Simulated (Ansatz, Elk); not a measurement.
# How far do independent atoms describe K2HN?

The structure of K2HN used here is made up (a known structure type with other elements) and was relaxed beforehand with PBEsol. The aim is the Fourier transform of its all-electron density, F(hkl), set beside the sum over free spherical atoms that refinements use.

Method: DFT, PBE, all-electron APW+lo, Dirac cores, scalar-relativistic bands, static density, no spin, in Elk 11.2.3 (patched build).

This account leaves out most program logs.

The structure was built from a prototype and need not be the compound's stable phase.

## (1) The structure

Symmetry: R3m, No. 160, trigonal system. Conventional cell: a = 4.844 Å, b = 4.844 Å, c = 11.953 Å, α = 90.00°, β = 90.00°, γ = 120.00°. K has 4 N at 2.66 to 3.10 Å and 3 H at 2.81 Å nearest. K has 1 H at 2.41 Å and 3 N at 2.85 Å nearest. Nearest to N lie 1 H at 1.04 Å and 7 K at 2.66 to 3.10 Å. H has 1 N at 1.04 Å and 4 K at 2.41 to 2.81 Å nearest. Farther neighbours and most contacts between anions are not listed.

As a file:

```cif
data_structure
_symmetry_space_group_name_H-M 'P 1'
_symmetry_Int_Tables_number 1
_cell_length_a 4.8678
_cell_length_b 4.8678
_cell_length_c 4.8678
_cell_angle_alpha 59.676
_cell_angle_beta 59.676
_cell_angle_gamma 59.676
_cell_volume 80.96
loop_
_atom_site_label
_atom_site_type_symbol
_atom_site_fract_x
_atom_site_fract_y
_atom_site_fract_z
_atom_site_occupancy
K1 K 0.76375 0.76375 0.76375 1
K2 K 0.27504 0.27504 0.27504 1
N3 N 0.98595 0.98595 0.98595 1
H4 H 0.07330 0.07330 0.07330 1
```

## (2) Ground state and structure factors

An all-electron density is needed, since X-rays see the cores too. Task 0 finds the density and task 195 Fourier-transforms it; tshift is off so that phases refer to the origin typed.

Input file elk.in:

```
tasks
  0
  195

xctype
  20

spinpol
  .false.

rgkmax
  7.0

gmaxvr
  14.0

lmaxo
  7

lmaxapw
  8

swidth
  0.002

tshift
  .false.

ramdisk
  .false.

hmaxvr
  5.5

maxscl
  120

epspot
  1e-06

sppath
  './'

avec
  4.57689499561 2.64247155777 7.52919619985
  -4.57689499561 2.64247155777 7.52919619985
  -0.00000000000 -5.28494311553 7.52919619985

atoms
  3
  'K.in'
  2
  0.7637454646 0.7637454646 0.7637454646   0.000000 0.000000 0.000000
  0.2750392972 0.2750392972 0.2750392972   0.000000 0.000000 0.000000
  'N.in'
  1
  0.9859489775 0.9859489775 0.9859489775   0.000000 0.000000 0.000000
  'H.in'
  1
  0.0732995668 0.0732995668 0.0732995668   0.000000 0.000000 0.000000

ngridk
  6 6 6
```

Run with:

```console
OMP_NUM_THREADS=4 elk
```

It took 2.5 min on 4 threads of Arm Neoverse V2, shared host; peak memory 0.18 GiB.

SFACRHO.OUT:

```text

h k l indices transformed by vhmat matrix:
   1.000000000       0.000000000       0.000000000    
   0.000000000       1.000000000       0.000000000    
   0.000000000       0.000000000       1.000000000    

      h      k      l  multipl.   |H|            Re(F)            Im(F)           |F|

      0      0      0      1   0.0000000       46.000000     -0.65571621E-16   46.000000    
     -1     -1     -1      1  0.83450944       9.6309763     -0.15899875       9.6322887    
      1      1      1      1  0.83450944       9.6309763      0.15899875       9.6322887    
     -1      0      0      3  0.83998601       5.8331617      0.40609801       5.8472806    
      1      0      0      3  0.83998601       5.8331617     -0.40609801       5.8472806    
      0     -1     -1      3  0.96835522      -23.627966       7.9399699       24.926369    
      1      1      0      3  0.96835522      -23.627966      -7.9399699       24.926369    
     -1     -2     -1      3   1.3661088       28.041674      -11.412951       30.275252    
      2      1      1      3   1.3661088       28.041674       11.412951       30.275252    
     -1      1      0      6   1.3728052       32.137785      0.25143343E-14   32.137785    
      2      2      1      3   1.6008308     -0.23850600      -3.9842006       3.9913330    
     -1     -2     -2      3   1.6008308     -0.23850600       3.9842006       3.9913330    
     -2     -1      0      6   1.6065491       6.4031050     -0.29928307       6.4100955    
      1      0      2      6   1.6065491       6.4031050      0.29928307       6.4100955    
     -1      1      1      3   1.6094007       3.4105398     -0.25839976       3.4203146    
     -1     -1      1      3   1.6094007       3.4105398      0.25839976       3.4203146    
      2      2      2      1   1.6690189      -14.902134      -17.864653       23.264123    
     -2     -2     -2      1   1.6690189      -14.902134       17.864653       23.264123
```

Elk indexes on the primitive cell of elk.in and gives |H| = 4π sin θ/λ in inverse bohr. Below, one row stands for each form hkl of the conventional cell (m members, Friedel mates merged), F is for one primitive cell and the density is static (no thermal factor). Free-atom factors are Waasmaier and Kirfel's, and R is Σm||F|−|F'||/Σm|F|. Elk warned that it couldn't find a linearisation energy, which lowers the accuracy of some states in this run and its variants.

| hkl | m | sin θ/λ (Å⁻¹) | abs F, DFT | neutral atoms | diff. | abs of complex diff. |
| --- | --- | --- | --- | --- | --- | --- |
| 003 | 2 | 0.126 | 9.632 | 8.905 | +0.727 | 0.777 |
| 101 | 6 | 0.126 | 5.847 | 5.289 | +0.558 | 0.560 |
| 012 | 6 | 0.146 | 24.926 | 25.245 | -0.318 | 0.383 |
| 104 | 6 | 0.205 | 30.275 | 30.073 | +0.202 | 0.252 |
| 110 | 6 | 0.206 | 32.138 | 31.983 | +0.154 | 0.154 |
| 015 | 6 | 0.241 | 3.991 | 3.953 | +0.039 | 0.079 |
| 113 | 12 | 0.242 | 6.410 | 6.356 | +0.054 | 0.056 |
| 021 | 6 | 0.242 | 3.420 | 3.378 | +0.042 | 0.055 |
| 006 | 2 | 0.251 | 23.264 | 23.161 | +0.104 | 0.105 |
| 202 | 6 | 0.253 | 20.675 | 20.647 | +0.028 | 0.037 |
| 024 | 6 | 0.291 | 24.565 | 24.523 | +0.042 | 0.058 |
| 107 | 6 | 0.316 | 5.966 | 6.084 | -0.118 | 0.120 |
| 205 | 6 | 0.317 | 3.278 | 3.305 | -0.026 | 0.082 |
| 211 | 12 | 0.318 | 2.461 | 2.493 | -0.032 | 0.042 |
| 116 | 12 | 0.325 | 19.781 | 19.727 | +0.054 | 0.107 |
| 122 | 12 | 0.326 | 17.917 | 17.892 | +0.025 | 0.064 |
| 018 | 6 | 0.355 | 18.483 | 18.563 | -0.080 | 0.112 |
| 214 | 12 | 0.357 | 21.296 | 21.272 | +0.025 | 0.082 |

## (3) The highest occupied states alone

An energy window below the Fermi level keeps the highest occupied states, to see at which angles they scatter; shallow core shells can lie inside it and anion s states outside. No new self-consistency is needed.

elk.in: that of step 2 with these lines changed.

```diff
@@ -1,3 +1,2 @@
 tasks
-  0
   195
@@ -40,2 +39,5 @@
 
+wsfac
+  -0.316470 0.424520
+
 sppath
```

Run with:

```console
OMP_NUM_THREADS=4 elk
```

The job ended after 5.7 s (4 threads; peak memory 0.18 GiB; 6.5 s of CPU time).

States within 12 eV below the Fermi level hold 6.00 electrons; any levels below the window count with the cores. Their amplitudes can exceed the total, where window and core parts have opposite phase:

| hkl | sin θ/λ (Å⁻¹) | abs F, window | abs F, all |
| --- | --- | --- | --- |
| 003 | 0.126 | 3.309 | 9.632 |
| 101 | 0.126 | 3.423 | 5.847 |
| 012 | 0.146 | 2.852 | 24.926 |
| 104 | 0.205 | 1.800 | 30.275 |
| 110 | 0.206 | 2.056 | 32.138 |
| 015 | 0.241 | 1.310 | 3.991 |
| 113 | 0.242 | 1.339 | 6.410 |
| 021 | 0.242 | 1.474 | 3.420 |
| 006 | 0.251 | 1.365 | 23.264 |
| 202 | 0.253 | 1.184 | 20.675 |

## (4) Another functional

The difference from free atoms is small, so it is set against the change that LDA (Perdew-Wang) makes.

elk.in: that of step 3 with these lines changed.

```diff
@@ -1,2 +1,3 @@
 tasks
+  0
   195
@@ -4,3 +5,3 @@
 xctype
-  20
+  3
 
@@ -39,5 +40,2 @@
 
-wsfac
-  -0.316470 0.424520
-
 sppath
```

Run with:

```console
OMP_NUM_THREADS=4 elk
```

Elapsed: 88 s, on 4 threads; peak memory 0.18 GiB.

Against the first run R = 0.09 %; the largest change is -0.067 at 110.

## (5) Basis size

A smaller basis shows how fast F responds to it; the change is likely larger than the basis error of the first run, but doesn't show convergence.

elk.in: that of step 4 with these lines changed.

```diff
@@ -5,3 +5,3 @@
 xctype
-  3
+  20
 
@@ -11,3 +11,3 @@
 rgkmax
-  7.0
+  5.5
```

Run with:

```console
OMP_NUM_THREADS=4 elk
```

Run time: 40 s. Hardware: 4 threads; peak memory 0.18 GiB.

Against the first run R = 0.26 %; the largest change is -0.095 at 220.

## (6) A coarser k-mesh

About half the k-points along each axis test the sampling.

elk.in: that of step 5 with these lines changed.

```diff
@@ -11,3 +11,3 @@
 rgkmax
-  5.5
+  7.0
 
@@ -62,2 +62,2 @@
 ngridk
-  6 6 6
+  3 3 3
```

Run with:

```console
OMP_NUM_THREADS=4 elk
```

The job ended after 38 s (4 threads; peak memory 0.18 GiB).

Against the first run R = 0.00 %; the largest change is +0.004 at 003.

## (7) Settings against the effect

```
              run  R against the first run (%)  R against neutral atoms, low angle (%)  wall time
    PBE, rgkmax 7                         0.00                                    1.04    2.5 min
LDA (Perdew-Wang)                         0.09                                    0.87       88 s
       rgkmax 5.5                         0.26                                    0.88       40 s
     k-mesh 3×3×3                         0.00                                    1.04       38 s
```

## (8) What came out

```json
{"R against neutral atoms, sin θ/λ < 0.3 Å⁻¹": "1.04 %", "R against neutral atoms, 0.3 to 0.79 Å⁻¹": "0.31 %"}
```

Independent neutral atoms miss the calculated amplitudes by R = 1.04 % below 0.3 Å⁻¹ and 0.31 % from there to 0.79 Å⁻¹; by shells, 3.29 % below 0.15 Å⁻¹ (3 forms), 0.48 % 0.15 to 0.3 (8 forms), 0.37 % 0.3 to 0.45 (23 forms), 0.30 % above 0.45 (115 forms). Bonding, aspherical density and the tables' own atoms all enter these figures, and the runs don't part them. The largest change of an amplitude is +0.73 electrons, at 003. R counts amplitudes alone; phases shift too. The window's part falls from 6.0 electrons at the origin to at most 0.42 between 0.45 and 0.79 Å⁻¹. Below 0.3 Å⁻¹ the changes that finished (LDA (Perdew-Wang), rgkmax 5.5 and k-mesh 3×3×3) move F by R = 0.36 % at most, against the 1.04 % that separates it from free atoms. Part of the difference isn't bonding: the tables are fits to free atoms and ions calculated by other methods than this functional. Thermal motion, anomalous dispersion and extinction are left out.

[Logs are printed without paths, hosts, clocks, repeated set-up lines and the standing remarks that a program may print on its own settings, such as how far it seeks lower states.]

[Hosts, paths, dates, database ids (printed as entryN), source tags and the programs' standing remarks are cut or masked in the printed files.]
